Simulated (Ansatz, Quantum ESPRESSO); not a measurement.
**Lattice dynamics of CsH (Pm-3m) in two programs**

Wanted: phonon bands, density of states and zone-centre response of CsH (Pm-3m).

Main program and level: Quantum ESPRESSO 7.5; DFT LDA, scalar-relativistic, plane waves, PseudoDojo norm-conserving pseudopotentials.

Most raw output is cut from this account.

## 1. Starting point

Symmetry: Pm-3m, No. 221, cubic system. The conventional cell has a = 3.818 Å, b = 3.818 Å, c = 3.818 Å, α = 90.00°, β = 90.00°, γ = 90.00°. Cs has 8 H at 3.31 Å nearest. H has 8 Cs at 3.31 Å nearest. Farther neighbours are not listed.

As a file:

```cif
data_structure
_symmetry_space_group_name_H-M 'P 1'
_symmetry_Int_Tables_number 1
_cell_length_a 3.8184
_cell_length_b 3.8184
_cell_length_c 3.8184
_cell_angle_alpha 90.000
_cell_angle_beta 90.000
_cell_angle_gamma 90.000
_cell_volume 55.67
loop_
_atom_site_label
_atom_site_type_symbol
_atom_site_fract_x
_atom_site_fract_y
_atom_site_fract_z
_atom_site_occupancy
Cs1 Cs 0.00000 0.00000 0.00000 1
H2 H 0.50000 0.50000 0.50000 1
```

## 2. A first look

Before anything dear is run, a loose run with smearing shows whether this is a metal and how far the cell is from rest.

Contents of probe.in:

```
&control
   calculation = 'scf'
   prefix = 'x'
   outdir = './tmp'
   pseudo_dir = './pseudo'
   tprnfor = .true.
   tstress = .true.
   verbosity = 'high'
/
&system
   ibrav = 1
   celldm(1) = 7.21574637
   nat = 2
   ntyp = 2
   ecutwfc = 74.0
   occupations = 'smearing'
   smearing = 'gaussian'
   degauss = 0.01
/
&electrons
   conv_thr = 1.0d-07
   mixing_beta = 0.7
   electron_maxstep = 100
/
ATOMIC_SPECIES
 Cs    132.9055  Cs.upf
 H       1.0080  H.upf
ATOMIC_POSITIONS crystal
 Cs     0.000000000   0.000000000   0.000000000
 H      0.500000000   0.500000000   0.500000000
K_POINTS automatic
 6 6 6 0 0 0
```

Command:

```
$ OMP_NUM_THREADS=1 mpirun -n 2 pw.x -nk 2 -in probe.in > probe.out
```

The job ended after 4.7 s (2 MPI ranks of Arm Neoverse V2, shared host; 9.2 s of CPU time).

This step gave:

| Quantity | Value |
| --- | --- |
| volume per atom | 27.84 Å³ |
| pressure | -1.953 GPa |
| gap on the k-mesh | 2.298 eV |

A gap of 2.3 eV opens on this mesh, so the crystal is taken as an insulator; the start stands at -2.0 GPa.

## 3. Relaxation

Frequencies change by per cents with a per cent of volume, so the structure is first brought to rest at this level of theory.

Contents of relax.in:

```
&control
   calculation = 'vc-relax'
   prefix = 'x'
   outdir = './tmp'
   pseudo_dir = './pseudo'
   tprnfor = .true.
   tstress = .true.
   forc_conv_thr = 2.0d-05
   etot_conv_thr = 1.0d-07
   nstep = 40
/
&system
   ibrav = 1
   celldm(1) = 7.21574637
   nat = 2
   ntyp = 2
   ecutwfc = 74.0
   occupations = 'fixed'
   nbnd = 7
/
&electrons
   conv_thr = 1.0d-11
   mixing_beta = 0.7
   electron_maxstep = 100
/
&ions
/
&cell
   press_conv_thr = 0.1
/
ATOMIC_SPECIES
 Cs    132.9055  Cs.upf
 H       1.0080  H.upf
ATOMIC_POSITIONS crystal
 Cs     0.000000000   0.000000000   0.000000000
 H      0.500000000   0.500000000   0.500000000
K_POINTS automatic
 6 6 6 0 0 0
```

Command:

```
$ OMP_NUM_THREADS=1 mpirun -n 2 pw.x -nk 2 -in relax.in > relax.out
```

Wall time 34 s (2 MPI ranks); 69 s of CPU time.

Relaxation path:

```tsv
step	energy less that of the first step (eV)	largest force (eV/Å)	pressure (GPa)	volume (Å³)
1	0.0000	0.0000	-1.96	55.67
2	-0.0066	0.0000	-1.87	55.12
3	-0.0159	0.0000	-1.72	54.29
4	-0.0281	0.0000	-1.48	53.07
5	-0.0423	0.0000	-1.04	51.27
6	-0.0529	0.0000	-0.21	48.65
7	-0.0533	0.0000	0.03	48.02
8	-0.0533	0.0000	0.00	48.09
9	-0.0533	0.0000	0.00	48.09
10	-0.0532	0.0000	-0.01	48.09
```

```tsv
conventional cell, symmetrised	before	after	change
a (Å)	3.818	3.637	-4.8 %
b (Å)	3.818	3.637	-4.8 %
c (Å)	3.818	3.637	-4.8 %
volume (Å³/atom)	27.84	24.05	-13.6 %
```

The relaxed structure:

```cif
data_structure
_symmetry_space_group_name_H-M 'P 1'
_symmetry_Int_Tables_number 1
_cell_length_a 3.6366
_cell_length_b 3.6366
_cell_length_c 3.6366
_cell_angle_alpha 90.000
_cell_angle_beta 90.000
_cell_angle_gamma 90.000
_cell_volume 48.09
loop_
_atom_site_label
_atom_site_type_symbol
_atom_site_fract_x
_atom_site_fract_y
_atom_site_fract_z
_atom_site_occupancy
Cs1 Cs 0.00000 0.00000 0.00000 1
H2 H 0.50000 0.50000 0.50000 1
```

The last row of the table of steps is pw.x's closing run on a basis chosen anew for the final cell, so its energy can jump.

Read from the output:

| Property | Result |
| --- | --- |
| volume per atom | 24.05 Å³ |
| pressure | -0.006000 GPa |
| gap on the k-mesh | 2.420 eV |

The volume changes by -13.6 % from the cell with which this run began.

## 4. Self-consistent run for the response

The response is built on this ground state, so it is converged far tighter than an energy would need. With a gap, occupations are fixed, which also allows the response to an electric field.

Contents of scf.in:

```
&control
   calculation = 'scf'
   prefix = 'x'
   outdir = './tmp'
   pseudo_dir = './pseudo'
   tprnfor = .true.
   tstress = .true.
/
&system
   ibrav = 1
   celldm(1) = 6.87209271
   nat = 2
   ntyp = 2
   ecutwfc = 74.0
   occupations = 'fixed'
   nbnd = 7
/
&electrons
   conv_thr = 1.0d-12
   mixing_beta = 0.7
   electron_maxstep = 100
/
ATOMIC_SPECIES
 Cs    132.9055  Cs.upf
 H       1.0080  H.upf
ATOMIC_POSITIONS crystal
 Cs     0.000000000   0.000000000   0.000000000
 H      0.500000000   0.500000000   0.500000000
K_POINTS automatic
 6 6 6 0 0 0
```

Command:

```
$ OMP_NUM_THREADS=1 mpirun -n 2 pw.x -nk 2 -in scf.in > scf.out
```

The job ended after 5.6 s (2 MPI ranks; 11 s of CPU time).

The cell stands at -0.0060 GPa, close enough for phonons.

## 5. Phonons on a q mesh

Linear response treats each wavevector in the unit cell, with no supercell; the 2×2×2 mesh fixes the range of the force constants to be had.

Contents of ph.in:

```
phonons
&inputph
   prefix = 'x'
   outdir = './tmp'
   fildyn = 'x.dyn'
   tr2_ph = 1.0d-18
   epsil = .true.
   ldisp = .true.
   nq1 = 2
   nq2 = 2
   nq3 = 2
/
```

Command:

```
$ OMP_NUM_THREADS=1 mpirun -n 2 ph.x -nk 2 -in ph.in > ph.out
```

Run time: 3.9 min. Hardware: 2 MPI ranks.

This step gave:

| Quantity | Value |
| --- | --- |
| miss of the charge sum rule | 0.004840 e |
| largest acoustic frequency at the zone centre before the sum rule | 0.41 cm⁻¹ |
| highest optical zone-centre mode (no LO-TO term) | 415.7 cm⁻¹ |
| lowest optical zone-centre mode | 415.7 cm⁻¹ |
| mean high-frequency dielectric constant | 4.252 |
| largest Born charge in size (third of the trace) | 1.176 e |
| lowest mode on the q mesh (acoustic ones at the zone centre apart) | 28.15 cm⁻¹ |

Frequencies (cm⁻¹) at each irreducible wavevector; negative means imaginary. Frequencies by wavevector:

```tsv
q (fractions)	star	mode 1	mode 2	mode 3	mode 4	mode 5	mode 6
0 0 0	1	0.41	0.41	0.41	415.7	415.7	415.7
0 0 -0.5	3	31.96	31.96	96.56	498.1	498.1	723
0 -0.5 -0.5	3	28.15	86.4	86.4	404	492.9	492.9
-0.5 -0.5 -0.5	1	79.94	79.94	79.94	573	573	573
```

Optical modes; normalised displacements of the dynamical-matrix file. Modes at Γ, with each element's share of the kinetic energy:

```tsv
mode	frequency (cm⁻¹)	symmetry	Cs %	H %
1	415.7	T1u	1	99
2	415.7	T1u	1	99
3	415.7	T1u	1	99
```

Displacements in mode 3 (415.7 cm⁻¹), the largest set to 1:
```
Cs1  0.00  0.00 -0.01
H2   0.00  0.00  1.00
```

Born charge (rows field, columns displacement), before the sum rule (e), principal values of the symmetric part by kind of site:

```tsv
atom	atoms with these values	low	middle	high	mean
Cs1	1	1.17	1.17	1.17	1.17
H2	1	-1.18	-1.18	-1.18	-1.18
```

In full for Cs1:

```
1.17 0.00 0.00
0.00 1.17 0.00
0.00 0.00 1.17
```

High-frequency dielectric tensor:

```
4.25 0.00 0.00
0.00 4.25 0.00
0.00 0.00 4.25
```

The acoustic modes at Γ come out as far as 0.4 cm⁻¹ from zero, where they should vanish, a small numerical error; the Born charges miss their sum rule by 0.0048 e, which is good.

## 6. Force constants in real space

The dynamical matrices of the mesh are Fourier-transformed to force constants in real space, after the long-range dipole part is taken out.

Contents of q2r.in:

```
&input
   fildyn = 'x.dyn'
   zasr = 'crystal'
   flfrc = 'x.fc'
/
```

Command:

```
$ q2r.x < q2r.in > q2r.out
```

Elapsed: 0.47 s, on 1 thread.

## 7. Dispersion

From the force constants any wavevector is cheap; points of the mesh come back as solved, but for the sum rule and, in polar crystals, the LO-TO term at Γ; the rest is interpolation.

Contents of matdyn.in:

```
&input
   asr = 'crystal'
   flfrc = 'x.fc'
   flfrq = 'x.freq'
   flvec = 'x.modes'
   q_in_band_form = .true.
   q_in_cryst_coord = .true.
/
8
  0.0000000   0.0000000   0.0000000  12  ! GAMMA
  0.0000000   0.5000000   0.0000000  12  ! X
  0.5000000   0.5000000   0.0000000  12  ! M
  0.0000000   0.0000000   0.0000000  12  ! GAMMA
  0.5000000   0.5000000   0.5000000  12  ! R
  0.0000000   0.5000000   0.0000000   1  ! X
  0.5000000   0.5000000   0.5000000  12  ! R
  0.5000000   0.5000000   0.0000000   1  ! M
```

Command:

```
$ matdyn.x -in matdyn.in > matdyn.out
```

Elapsed: 0.5 s, on 1 thread.

Read from the output:

| Item | Value |
| --- | --- |
| lowest frequency on the path | 0 cm⁻¹ |

Matdyn.x, sum rule crystal. Phonon branches along the path, in cm⁻¹:

```tsv
point	branch 1	branch 2	branch 3	branch 4	branch 5	branch 6
Γ	0	0	0	416	416	710
halfway	25	25	68	459	459	716
X	32	32	97	498	498	723
halfway	30	66	91	454	503	612
M	28	86	86	404	493	493
halfway	28	64	70	456	497	655
Γ	0	0	0	416	416	710
halfway	62	62	69	487	487	616
R	80	80	80	573	573	573
halfway	62	64	87	478	520	572
X	32	32	97	498	498	723
jump to R	80	80	80	573	573	573
halfway	60	83	83	497	534	534
M	28	86	86	404	493	493
```

All branches are real along the path.

## 8. Sums over the zone

Sums over the zone need many more wavevectors than were solved, so the interpolation is sampled on a dense mesh.

Contents of matdyn.in:

```
&input
   asr = 'crystal'
   flfrc = 'x.fc'
   dos = .true.
   fldos = 'x.dos'
   nk1 = 12
   nk2 = 12
   nk3 = 12
   deltaE = 1.0
/
```

Command:

```
$ matdyn.x -in matdyn.in > matdyn.out
```

Wall time 2.8 s (1 thread).

Numbers from this step:

```
share of modes beyond 3i cm⁻¹ on the dense interpolated mesh : 0
zero-point energy per atom                                   : 54.95 meV
heat capacity at 300 K                                       : 19.87 J/(mol atoms K)
vibrational entropy at 300 K                                 : 32.47 J/(mol atoms K)
```

The phonon density of states has structure finer than the step of the table below, so its rows give means over 25 cm⁻¹, whole bins alone (the curve runs from 0 to 720 cm⁻¹). Peaks (cm⁻¹: height): total 32.0: 0.0604, 84.0: 0.0785, 472.0: 0.0320, 504.0: 0.0586; Cs 32.0: 0.0603, 84.0: 0.0784; H 472.0: 0.0320, 504.0: 0.0586.

Tetrahedra. Table of phonon density of states by wavenumber; means over each step; values in 1/cm⁻¹/cell:

```tsv
wavenumber (cm⁻¹)	total	Cs	H
25	0.0220	0.0219	3.4e-5
50	0.0343	0.0342	3.4e-5
75	0.0524	0.0523	2.7e-5
100	0.0105	0.0105	2.7e-6
125	0	0	0
150	0	0	0
175	0	0	0
200	0	0	0
225	0	0	0
250	0	0	0
275	0	0	0
300	0	0	0
325	0	0	0
350	0	0	0
375	0	0	0
400	9.6e-5	0	9.6e-5
425	0.00347	6.2e-6	0.00347
450	0.0140	2.2e-5	0.0140
475	0.0232	2.1e-5	0.0232
500	0.0288	1.2e-5	0.0288
525	0.0101	0	0.0101
550	0.00939	0	0.00939
575	0.00606	0	0.00606
600	0.00454	0	0.00454
625	0.00440	0	0.00440
650	0.00444	5.0e-6	0.00444
675	0.00495	1.0e-5	0.00494
700	0.00585	1.9e-5	0.00583
```

Harmonic thermodynamic functions per atom, summed over the density of states scaled to three modes an atom; melting is ignored. Thermodynamic functions:

```tsv
T (K)	F_vib (meV/atom)	S (J/mol-atom/K)	C_V (J/mol-atom/K)
0	54.95	0	0
50	53.38	7.849	9.542
100	47.21	15.37	12.04
200	25.95	25.07	16.55
300	-4.01	32.47	19.87
400	-40.88	38.47	21.7
500	-83.39	43.43	22.73
600	-130.6	47.63	23.35
700	-181.9	51.26	23.75
800	-236.8	54.45	24.01
900	-294.7	57.29	24.2
1000	-355.4	59.85	24.34
```

At 300 K the heat capacity has reached 80 % of the Dulong-Petit value.

## 9. Zone-centre analysis

A rigid shift of the crystal must cost nothing, but grids and finite bases break this; the acoustic sum rule is imposed before the matrix is diagonalised again. With Born charges the intensities follow, and the static dielectric tensor.

Contents of dynmat.in:

```
&input
   fildyn = 'x.dyn1'
   asr = 'simple'
   lperm = .true.
/
```

Command:

```
$ dynmat.x -in dynmat.in > dynmat.out
```

The job ended after 0.47 s (1 thread).

Read from the output:

```
highest optical zone-centre mode (no LO-TO term) : 415.6 cm⁻¹
lowest optical zone-centre mode                  : 415.6 cm⁻¹
mean static dielectric constant                  : 12.40
```

Zone-centre frequencies as printed; negative means imaginary. Modes:

```tsv
mode	frequency (cm⁻¹)
1	0
2	0
3	0
4	415.6
5	415.6
6	415.6
```

Degenerate modes summed, no LO-TO term. Lines of the infrared spectrum (strongest = 100):

```tsv
position (cm⁻¹)	lines merged	label	IR intensity, relative
416	3	T1u	100
```

Static dielectric tensor (ions relaxed, fixed cell):

```
12.40  0.00  0.00
 0.00 12.40  0.00
 0.00  0.00 12.40
```

The rule moves no optical mode by more than 0.1 cm⁻¹.

## 10. Sum rules set otherwise: a sum rule for molecules or wires on a crystal

This rule also removes rotations, which suits wires and not a crystal; it is tried to see the harm.

Contents of dynmat.in:

```
&input
   fildyn = 'x.dyn1'
   asr = 'one-dim'
   lperm = .true.
/
```

Command:

```
$ dynmat.x -in dynmat.in > dynmat.out
```

Wall time 0.48 s (1 thread).

The program raised no error, yet the settings are not those of a careful run.

The fault: a sum rule for molecules or wires on a crystal; 1 optical mode is projected out to zero frequency, as if it were a rotation, and the static dielectric tensor is spoilt.

For a crystal the rule has to be 'simple' or 'crystal'.

Zone-centre frequencies as printed; negative means imaginary. Modes:

```tsv
mode	frequency (cm⁻¹)
1	0
2	0
3	0
4	0
5	415.6
6	415.6
```

## 11. Sum rules set otherwise (asr no)

Without the rule the raw error of the acoustic modes shows.

Contents of dynmat.in:

```
&input
   fildyn = 'x.dyn1'
   asr = 'no'
   lperm = .true.
/
```

Command:

```
$ dynmat.x -in dynmat.in > dynmat.out
```

The job ended after 0.47 s (1 thread).

Read from the output:

```
highest optical zone-centre mode (no LO-TO term) : 415.7 cm⁻¹
lowest optical zone-centre mode                  : 415.7 cm⁻¹
mean static dielectric constant                  : 12.44
```

Zone-centre frequencies as printed; negative means imaginary. Modes:

```tsv
mode	frequency (cm⁻¹)
1	0.41
2	0.41
3	0.41
4	415.7
5	415.7
6	415.7
```

Against the first rule no mode moves by more than 0.5 cm⁻¹.

## 12. The LO-TO splitting (1 0 0)

A longitudinal polar mode sets up a macroscopic field that stiffens it; the term hangs on the direction from which q goes to zero.

Contents of dynmat.in:

```
&input
   fildyn = 'x.dyn1'
   asr = 'simple'
   q(1) = 1.0
   q(2) = 0.0
   q(3) = 0.0
/
```

Command:

```
$ dynmat.x -in dynmat.in > dynmat.out
```

Elapsed: 0.47 s, on 1 thread.

This step gave:

| Quantity | Value |
| --- | --- |
| highest mode moved by the LO-TO term | 710.0 cm⁻¹ |

Zone-centre frequencies as printed; negative means imaginary. Modes:

```tsv
mode	frequency (cm⁻¹)
1	0
2	0
3	0
4	415.6
5	415.6
6	710
```

The field moves one mode, from 416 to 710 cm⁻¹; the others stay.

(Part 1 of 2 ends here.)

[Host names and launcher messages were left out of these logs when they were recorded.]

[Logs are printed without paths, hosts, clocks, repeated set-up lines and the standing remarks that a program may print on its own settings, such as how far it seeks lower states.]

[Hosts, paths, dates, database ids (printed as entryN), source tags and the programs' standing remarks are cut or masked in the printed files.]
